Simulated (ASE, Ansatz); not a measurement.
## Electronic structure of twisted h-AlN/h-SiC alternating trilayer, 52.66° (366 atoms)

What does DFT give for twisted h-AlN/h-SiC alternating trilayer, 52.66° (366 atoms) as built?

Calculated with Ansatz 0.2.0; Kohn-Sham DFT, PBE+D3(BJ), PAW (set soft_2), localised support functions (medium).

## (1) Starting point

The cell holds 366 atoms: 122 Al, 122 N, 61 Si and 61 C. Its edges and angles: a = 24.329 Å, b = 24.329 Å, c = 20.350 Å, α = 90.0°, β = 90.0°, γ = 120.0°. It derives from AlN and SiC. h-AlN (a = 3.13 Å) under h-SiC (a = 3.1 Å), alternating trilayer, commensurate cell of 61 unit cells a layer, twist 52.66 deg, both strained to the mean lattice constant; facing planes 3.16, 3.19 Å apart; 14 Å of vacuum; layers as built, displaced by a Gaussian of 0.01 Å. Regions: layer 1, 122 atoms (61 Al and 61 N); layer 2, 122 atoms (61 Si and 61 C); layer 3, 122 atoms (61 Al and 61 N). Vacuum lies along c.

Limits known from the start: Beside vacuum, support functions can miss their usual error bounds without a warning. The Brillouin zone is sampled at Γ only, in a cell whose shortest periodic width is 21 Å.

## (2) Support functions medium

One self-consistent run at the given positions yields energy and forces.

Contents of input.yaml:

```yaml
crystal:
  lattice:
    - [24.3289, 0.0, 0.0]
    - [-12.16445, 21.06945, 0.0]
    - [0.0, 0.0, 20.35]
  atoms:
    - { symbol: Al, position: [0.08733, 0.86405, 0.34372] }
    - { symbol: "N", position: [0.09351, 0.79364, 0.34386] }
    - { symbol: Al, position: [0.15281, 0.01072, 0.34397] }
    - { symbol: "N", position: [0.15847, 0.9406, 0.3434] }
    - { symbol: Al, position: [0.10347, 0.64938, 0.34316] }
    - { symbol: "N", position: [0.11006, 0.57923, 0.34347] }
    - { symbol: Al, position: [0.16997, 0.79837, 0.3441] }
    - { symbol: "N", position: [0.17516, 0.72729, 0.34398] }
    - { symbol: Al, position: [0.23484, 0.94473, 0.34387] }
    - { symbol: "N", position: [0.24022, 0.87373, 0.3434] }
    - { symbol: Al, position: [0.11928, 0.43684, 0.34462] }
    - { symbol: "N", position: [0.12551, 0.36638, 0.3438] }
    - { symbol: Al, position: [0.18587, 0.58508, 0.34548] }
    - { symbol: "N", position: [0.19126, 0.51306, 0.3446] }
    - { symbol: Al, position: [0.25208, 0.73234, 0.34371] }
    - { symbol: "N", position: [0.25734, 0.66178, 0.34386] }
    - { symbol: Al, position: [0.31721, 0.87934, 0.34406] }
    - { symbol: "N", position: [0.322, 0.80945, 0.34368] }
    - { symbol: Al, position: [0.38249, 0.02687, 0.34418] }
    - { symbol: "N", position: [0.38858, 0.95724, 0.34408] }
    - { symbol: Al, position: [0.07079, 0.07635, 0.34439] }
    - { symbol: "N", position: [0.07732, 0.00563, 0.34413] }
    - { symbol: Al, position: [0.13663, 0.22379, 0.3434] }
    - { symbol: "N", position: [0.14249, 0.15314, 0.34447] }
    - { symbol: Al, position: [0.20095, 0.37086, 0.34368] }
    - { symbol: "N", position: [0.20686, 0.30031, 0.34355] }
    - { symbol: Al, position: [0.26732, 0.51876, 0.34368] }
    - { symbol: "N", position: [0.27224, 0.44779, 0.34432] }
    - { symbol: Al, position: [0.33371, 0.66732, 0.34382] }
    - { symbol: "N", position: [0.33851, 0.59445, 0.34403] }
    - { symbol: Al, position: [0.39896, 0.8134, 0.34461] }
    - { symbol: "N", position: [0.40347, 0.74273, 0.34374] }
    [... 328 atom lines left out ...]
    - { symbol: Al, position: [0.03966, 0.50255, 0.65614] }
    - { symbol: "N", position: [0.04396, 0.43202, 0.65657] }
    - { symbol: Al, position: [0.98942, 0.14218, 0.6558] }
    - { symbol: "N", position: [0.99467, 0.07105, 0.656] }
    - { symbol: Al, position: [0.05483, 0.28902, 0.65617] }
    - { symbol: "N", position: [0.05973, 0.21909, 0.65629] }
kpoints:
  mp_grid: { grid: [1, 1, 1] }
hamiltonian:
  xc: pbe
  dispersion: d3bj
scf:
  occupations: { method: fixed }
  eigensolver: { kind: { support_functions: { accuracy: medium } } }
  mixing: { beta: 0.2 }
  max_iter: 150
output:
  forces: true
  eigenvalues: true
```

On the command line:

```sh
ansatz run input.yaml --threads 8 --pin off --max-ram 15872MiB --backend cpu --events-out ev --progress --plain --runs-dir out
```

Numbers of over 12 decimals in the logs are rounded to 6 here.

What it wrote:

```text
Warning: scf.eigensolver.kind.support_functions: disabling space-group detection — the functions' gradient is summed over unrotated k-points, so no spatial operation reduces the k-mesh or symmetrises the density; time reversal is kept, so that k and −k are solved as one point where they differ and the mesh holds both, and exact exchange and, on two spinor components, a DFT+U term hold to it where the run has them: [...]
settings of this run that can trade accuracy for cost: scf.eigensolver.kind.support_functions [...]
Engine: ansatz 0.2.0, aarch64-unknown-linux-gnu
Pseudopotentials: kind: paw
Pseudopotential: Al, paw, valence charge 3, recommended cutoff 420 eV (normal), Al.paw.azcp
Pseudopotential: N, paw, valence charge 5, recommended cutoff 420 eV (normal), N.paw.azcp
Pseudopotential: Si, paw, valence charge 4, recommended cutoff 420 eV (normal), Si.paw.azcp
Pseudopotential: C, paw, valence charge 4, recommended cutoff 420 eV (normal), C.paw.azcp
[... 5 lines on functional and potentials left out ...]
Crystal: 366 atoms, lattice volume = 10431.340 Å³
Basis set: ecut = 420 eV, 203787 PW (Γ), exchange–correlation on 360×360×288 points (8 copies of the dense FFT grid, shifted against one another)
Bands: 879, of which v1, the nominal top of the filled ones, is band 732 counted from 1 (731 counted from 0)
Symmetry: 1 space group operations
k-points: 1
[... 9 lines on functional and potentials left out ...]
Initial density: superposition of atomic densities (neutral atoms: chi_scale 0, normalization atom)
Initial wavefunctions: pseudopotential atomic-orbital guess
Eigensolver: Support functions (medium, 120×120×96 points, laid for a spacing of at most 0.212739 Å, radius 3.873246 Å, 280 sites without an atom, 3 species' potentials softened for the grid, 3 wholly corrected for its errors in the mean over positions, 4 with the egg-box correction, energy correction by stochastic trace)
Functional: x = pbe(κ = 0.804, μ = 0.219515), c = pbe(β = 0.066725)
SCF iter   1: F=—  HF=-167100.929713 eV  |F-HF|=—  |Δ(HF+E_count)|=         —  Δρ=1.14e-1  dr2=1.80e3  ethr=1.00e-1
preconditioner: auto → Resta (q_TF=auto, 1.967 Å⁻¹)  ε∞=6.2  [insulator: Δε(μ)=3.715 eV  Ē_g=12.146 eV  n_scr=1350 (ndim 8)  ℏωp=13.9 eV  f_vac=0.457  ε∞_Penn≈2.3  vacuum switching on, ρ_ref=2.7e-3 e/Å³]
SCF iter   2: F=—  HF=-166994.082533 eV  |F-HF|=—  |Δ(HF+E_count)|=    1.07e2  Δρ=7.53e-2  dr2=8.76e2  ethr=1.00e-1
SCF iter   3: F=—  HF=-166856.341802 eV  |F-HF|=—  |Δ(HF+E_count)|=    1.38e2  Δρ=4.91e-2  dr2=3.92e2  ethr=5.98e-2  κ⁻¹=1.0e0(r=1)
SCF iter   4: F=—  HF=-166756.245072 eV  |F-HF|=—  |Δ(HF+E_count)|=    1.00e2  Δρ=2.35e-2  dr2=4.83e1  ethr=2.68e-2  κ⁻¹=6.3e-4(r=2)
SCF iter   5: F=—  HF=-166748.906180 eV  |F-HF|=—  |Δ(HF+E_count)|=    7.34e0  Δρ=1.19e-2  dr2=1.32e1  ethr=3.30e-3  κ⁻¹=1.1e-4(r=3)
SCF iter   6: F=—  HF=-166747.258232 eV  |F-HF|=—  |Δ(HF+E_count)|=    1.65e0  Δρ=3.97e-3  dr2=3.15e0  ethr=8.99e-4  κ⁻¹=4.0e-5(r=4)
SCF iter   7: F=—  HF=-166747.970979 eV  |F-HF|=—  |Δ(HF+E_count)|=   7.13e-1  Δρ=3.04e-3  dr2=1.21e0  ethr=2.15e-4  κ⁻¹=1.5e-6(r=5)
SCF iter   8: F=—  HF=-166748.674243 eV  |F-HF|=—  |Δ(HF+E_count)|=   7.03e-1  Δρ=3.75e-3  dr2=1.92e0  ethr=8.29e-5  κ⁻¹=1.0e-6(r=6)
SCF iter   9: F=—  HF=-166748.424292 eV  |F-HF|=—  |Δ(HF+E_count)|=   2.50e-1  Δρ=1.36e-3  dr2=1.87e-1  ethr=8.29e-5  κ⁻¹=9.3e-7(r=7)
SCF iter  10: F=—  HF=-166748.425204 eV  |F-HF|=—  |Δ(HF+E_count)|=   9.13e-4  Δρ=7.32e-4  dr2=4.76e-2  ethr=1.28e-5  κ⁻¹=2.0e-6(r=7)
SCF iter  11: F=—  HF=-166748.456361 eV  |F-HF|=—  |Δ(HF+E_count)|=   3.12e-2  Δρ=5.54e-4  dr2=3.21e-2  ethr=3.25e-6  κ⁻¹=2.1e-6(r=7)
SCF iter  12: F=—  HF=-166748.454546 eV  |F-HF|=—  |Δ(HF+E_count)|=   1.81e-3  Δρ=1.69e-4  dr2=3.73e-3  ethr=2.19e-6  κ⁻¹=8.7e-6(r=7)
SCF iter  13: F=—  HF=-166748.458370 eV  |F-HF|=—  |Δ(HF+E_count)|=   3.82e-3  Δρ=8.04e-5  dr2=1.04e-3  ethr=2.54e-7  κ⁻¹=4.3e-5(r=7)
SCF iter  14: F=—  HF=-166748.461332 eV  |F-HF|=—  |Δ(HF+E_count)|=   2.96e-3  Δρ=8.50e-5  dr2=9.75e-4  ethr=7.10e-8  κ⁻¹=1.7e-6(r=7)
SCF iter  15: F=—  HF=-166748.463524 eV  |F-HF|=—  |Δ(HF+E_count)|=   2.19e-3  Δρ=2.87e-5  dr2=7.86e-5  ethr=6.66e-8  κ⁻¹=2.2e-6(r=7)
SCF iter  16: F=—  HF=-166748.465557 eV  |F-HF|=—  |Δ(HF+E_count)|=   2.03e-3  Δρ=1.86e-5  dr2=3.85e-5  ethr=5.37e-9  κ⁻¹=1.9e-5(r=7)
SCF iter  17: F=—  HF=-166748.467297 eV  |F-HF|=—  |Δ(HF+E_count)|=   1.74e-3  Δρ=1.55e-5  dr2=3.64e-5  ethr=2.63e-9  κ⁻¹=1.5e-5(r=7)
SCF iter  18: F=-166748.467292 eV  HF=-166748.467293 eV  |F-HF|=7.00e-7  |Δ(HF+E_count)|=   4.12e-6  Δρ=5.26e-6  dr2=2.44e-6  ethr=2.49e-9
SCF 1 converged in 18 iterations: F = -166748.499213 eV  dr2 = 2.44e-6
  greatest PAW one-centre occupation: 0.793 electrons in one spin orbital (limit 2), on the N atom at site 31 (counted from 0), in its partial waves of l = 0
SCF converged after 18 iterations
Stability not checked: this state was not tested for a lower state beside it, because the mixer in use, unlike msr1, does not test its closes by its own steps (another_mixer; see scf.mixing.algorithm and scf.lower_state_search)
Free energy (F): -166748.499213 eV
Harris-Foulkes:  -166748.499214 eV  (|F-HF|=7.00e-7)
Internal energy: -166748.499213 eV  (E = F + TS)
E sigma→0 (E₀):  -166748.499213 eV
Fermi energy:    0.108131 eV
--- Per-component energies (eV) ---
  E_band       = -8098.366474
  E_kinetic    = 27112.153115
  E_local      = -434644.942100  (includes V_loc(G=0)·N_el)
  E_nonlocal   = 10061.579581
  E_softening  = 0.056159  (part of E_nonlocal)
  E_grid_corr  = -0.026282  (part of E_nonlocal)
  E_hartree    = 206104.760515
  E_xc         = -18565.813999
  E_vxc        = -19431.422071  (∫ρ·V_xc dr)
  E_paw        = -109954.774972  (= ΣΔE_a)
  E_vpaw       = -3404.914974  (= ΣTr[D̂ρ^β])
  E_aug_tail   = 0.012455  (compensation charges beyond the density's cutoff)
  E_ewald      = 153204.817420
  E_disp       = -66.259306  (pairwise vdW)
  E_smearing   = -0.000000  (= −TS)
  E_closure    = -0.000000  (closes the sum)
  E_support_correction = -0.031921  (second-order, or where that is not computed along the SCF)
  E_support_correction_error = 3.3e-4  (of E_support_correction; not in F)
  Σ components = -166748.499213   (vs F -166748.499213, Δ=0.00e0)
--- Forces (eV/Å), atoms counted from 1 ---
  atom   1  Al     0.27284445    -0.05117729     0.26987604
  atom   2  N     -0.08191264    -0.43105770    -0.13266212
  atom   3  Al     0.20143866     0.15416612     0.33288199
  atom   4  N      0.31523710    -0.53734438    -0.13849717
  atom   5  Al     0.06664015     0.52065323     0.09453598
  atom   6  N     -0.66303433    -0.27066194    -0.21410385
  atom   7  Al    -0.33112642    -0.52873740     0.06552568
  atom   8  N      0.00185018    -0.49554188    -0.21420078
  atom   9  Al    -0.24157800     0.08015733     0.20517995
  atom  10  N      0.37258096     0.45747644    -0.19715578
  atom  11  Al     0.86052222     0.29983799     0.01496563
  atom  12  N     -0.10686233    -0.07233653    -0.20307009
  atom  13  Al     0.70002704    -0.32230980    -0.14145163
  atom  14  N     -0.54283077     0.37751664    -0.19122252
[...]
atom 365  Al    -0.55711717     0.64916721    -0.18267011
  atom 366  N      1.09995438    -0.50519463     0.13758450
  max |Σ_I F_I| component: 1.03e-2 eV/Å
--- Band table (eV) ---
  k-point 0: bands = ["-14.4525", "-14.3268", "-14.2842", "-14.2580", [... 731 levels ...], "1.7189", "1.8330", "1.8497", "1.9103", "1.9164", "1.9519", "1.9762", "2.1374", "2.1514", "2.1737", "2.2010", "2.2072"]
settings of this run that can trade accuracy for cost: scf.eigensolver.kind.support_functions [...]
```

Run time: 6.1 min. Hardware: 8 threads of Arm Neoverse V2, shared host; peak memory 13 GiB.

The program notes that the band table was not solved further than the SCF left it and it switched symmetry off.

Read from the output:

| Property | Result |
| --- | --- |
| free energy | -166748.4992 eV |
| free energy per atom | -455.5970 eV/atom |
| SCF cycles | 18 |
| r.m.s. force component | 0.3453 eV/Å |
| longest force | 1.595 eV/Å |
| Fermi energy | 0.1081 eV |
| gap (highest filled to lowest empty level) | 1.458 eV |

Length of the force by element:

```tsv
element	coordination	atoms	mean length of the force (eV/Å)	spread	least	most
Al	all	122	0.492	0.233	0.0566	1.22
C	all	61	0.616	0.280	0.0472	1.32
N	all	122	0.551	0.244	0.140	1.60
Si	all	61	0.536	0.285	0.116	1.46
```

By region:

```tsv
region	atoms	mean length of the force (eV/Å)
layer 1	122	0.532
layer 2	122	0.576
layer 3	122	0.512
```

The levels nearest the highest filled one (over half full), pooled over k-points and spins:

```tsv
level less the highest filled one (eV)	occupation
-0.185	2
-0.179	2
-0.130	2
-0.124	2
-0.0336	2
0	2
1.46	0
1.52	0
1.59	0
1.61	0
1.72	0
1.74	0
```

## (3) Structure statistics

These statistics describe the geometry on which the runs were made.

Normalised to the volume that the atoms fill. Pair distribution functions g(r), in bins of 0.2 Å:

```tsv
r (Å)	total	Al-Al	Al-N	Al-C	Al-Si	N-N	N-C
1.70	2.42	0.00	7.50	0.00	0.00	0.00	0.00
1.90	1.92	0.00	5.55	0.00	0.00	0.00	0.00
2.10	0.00	0.00	0.00	0.00	0.00	0.00	0.00
2.30	0.00	0.00	0.00	0.00	0.00	0.00	0.00
2.50	0.00	0.00	0.00	0.00	0.00	0.00	0.00
2.70	0.00	0.00	0.00	0.00	0.00	0.00	0.00
2.90	0.00	0.00	0.00	0.00	0.00	0.00	0.00
3.10	2.97	8.67	0.00	0.21	0.23	8.67	0.18
3.30	0.56	0.00	0.00	1.21	1.26	0.00	1.29
3.50	1.17	0.00	1.93	1.33	1.05	0.00	1.07
3.70	0.94	0.00	1.33	1.06	1.12	0.00	1.17
3.90	0.49	0.00	0.00	1.11	1.14	0.00	1.08
4.10	0.43	0.00	0.00	0.97	0.90	0.00	0.99
4.30	0.46	0.00	0.00	1.10	1.09	0.00	0.98
4.50	0.40	0.00	0.00	0.77	0.99	0.00	1.03
4.70	1.65	0.00	3.71	0.93	0.98	0.00	0.97
4.90	0.40	0.00	0.00	0.84	0.89	0.00	0.87
5.10	0.32	0.00	0.00	0.88	0.58	0.00	0.60
5.30	0.97	1.86	0.00	0.70	0.89	1.80	0.88
5.50	0.72	1.03	0.00	0.77	0.89	1.09	0.91
5.70	0.32	0.00	0.00	0.84	0.66	0.00	0.59
5.90	0.31	0.00	0.00	0.70	0.65	0.00	0.68
6.10	0.32	0.03	0.00	0.62	0.75	0.05	0.77
6.30	1.07	2.49	0.00	0.66	0.65	2.46	0.60
6.50	1.07	0.00	2.50	0.65	0.64	0.00	0.63
6.70	0.39	0.00	0.47	0.67	0.62	0.00	0.68
6.90	0.27	0.00	0.00	0.63	0.60	0.00	0.57
7.10	0.82	1.69	0.54	0.54	0.62	1.68	0.65
```

Bonds by pair of elements; cutoffs follow the first minimum of g(r), held within bounds set by covalent radii, and pairs that aren't listed don't count as bonded:

```tsv
pair A-B	cutoff (Å)	bonds	mean length (Å)	spread (Å)	shortest (Å)	B about A	A about B
Al-N	2.25	366	1.80	0.014	1.76	3	3
C-Si	2.23	183	1.80	0.014	1.76	3	3
```

How many atoms have how many bonded neighbours:

```tsv
element	mean	3
Al	3	122
C	3	61
N	3	122
Si	3	61
```

Bond angles (no mean is given where the spread exceeds 20°):

```tsv
angle	count	mean (°)	spread (°)
N-Al-N	366	120	0.7
Al-N-Al	366	120	0.7
C-Si-C	183	120	0.7
Si-C-Si	183	120	0.7
```

By these cutoffs all Al atoms have 3, all C atoms have 3, all N atoms have 3 and all Si atoms have 3 bonded neighbours. The N-Al-N angle averages 120° with a spread of 0.7°.

A closer look about N324, which bears the longest force: 16 atoms, nearest first, numbered in the order of the input, with positions taken from that point.

```tsv
atom	x	y	z	distance (Å)	bonds	Fx	Fy	Fz (eV/Å)
N324	0.00	0.00	0.00	0.00	3	1.16	1.04	0.31
Al321	-0.77	-1.58	-0.03	1.76	3	-0.32	-0.96	0.18
Al323	-0.97	1.53	0.00	1.81	3	-0.26	-0.24	0.15
Al335	1.82	0.14	-0.01	1.83	3	-0.34	-0.67	0.01
N308	-2.56	-1.71	0.01	3.08	3	0.06	0.03	0.19
N322	0.22	-3.10	-0.02	3.10	3	0.12	0.07	0.24
N310	-2.77	1.40	-0.02	3.11	3	0.20	-0.35	0.30
N326	-0.18	3.14	0.01	3.14	3	0.08	-0.28	0.28
N336	2.84	-1.38	-0.01	3.15	3	-0.58	0.51	0.27
N338	2.64	1.74	-0.02	3.16	3	-0.47	0.22	0.34
C148	-0.37	0.00	-3.19	3.21	3	-0.82	0.18	-0.02
Al307	-3.58	-0.21	-0.01	3.58	3	0.50	0.01	0.04
Si145	0.62	1.51	-3.20	3.59	3	-0.10	-0.33	-0.01
Al291	2.03	-2.98	0.00	3.60	3	-0.60	0.19	-0.07
Al337	1.62	3.23	-0.02	3.61	3	0.20	0.39	0.18
Si147	0.41	-1.62	-3.21	3.61	3	0.41	0.37	0.06
```

The column of bonds counts only the pairs Al-N within 2.25 Å, C-Si within 2.23 Å; other neighbours, such as metal atoms beside each other in a compound, aren't counted, and periodic images can show an atom twice.

## (4) Summary of results

```yaml
free_energy_per_atom: -455.5970 eV/atom
r_m_s_force_component: 0.3453 eV/Å
spacing_of_highest_filled_and_lowest_empty_level: 1.458 eV
wall_time_of_the_1_dft_run: 6.1 min
```

What this shows: The highest filled and lowest empty levels differ by 1.46 eV (at Γ alone); a semilocal functional tends to put such gaps too low. With the cutoffs above, all Al atoms have 3, all C atoms have 3, all N atoms have 3 and all Si atoms have 3 bonded neighbours.

What to keep in mind: The geometry was built by rule, was displaced at random and isn't relaxed at this level: its force components are 0.35 eV/Å r.m.s.

[Logs are printed without paths, hosts, clocks, repeated set-up lines and the standing remarks that a program may print on its own settings, such as how far it seeks lower states.]

[Hosts, paths, dates, database ids (printed as entryN), source tags and the programs' standing remarks are cut or masked in the printed files.]
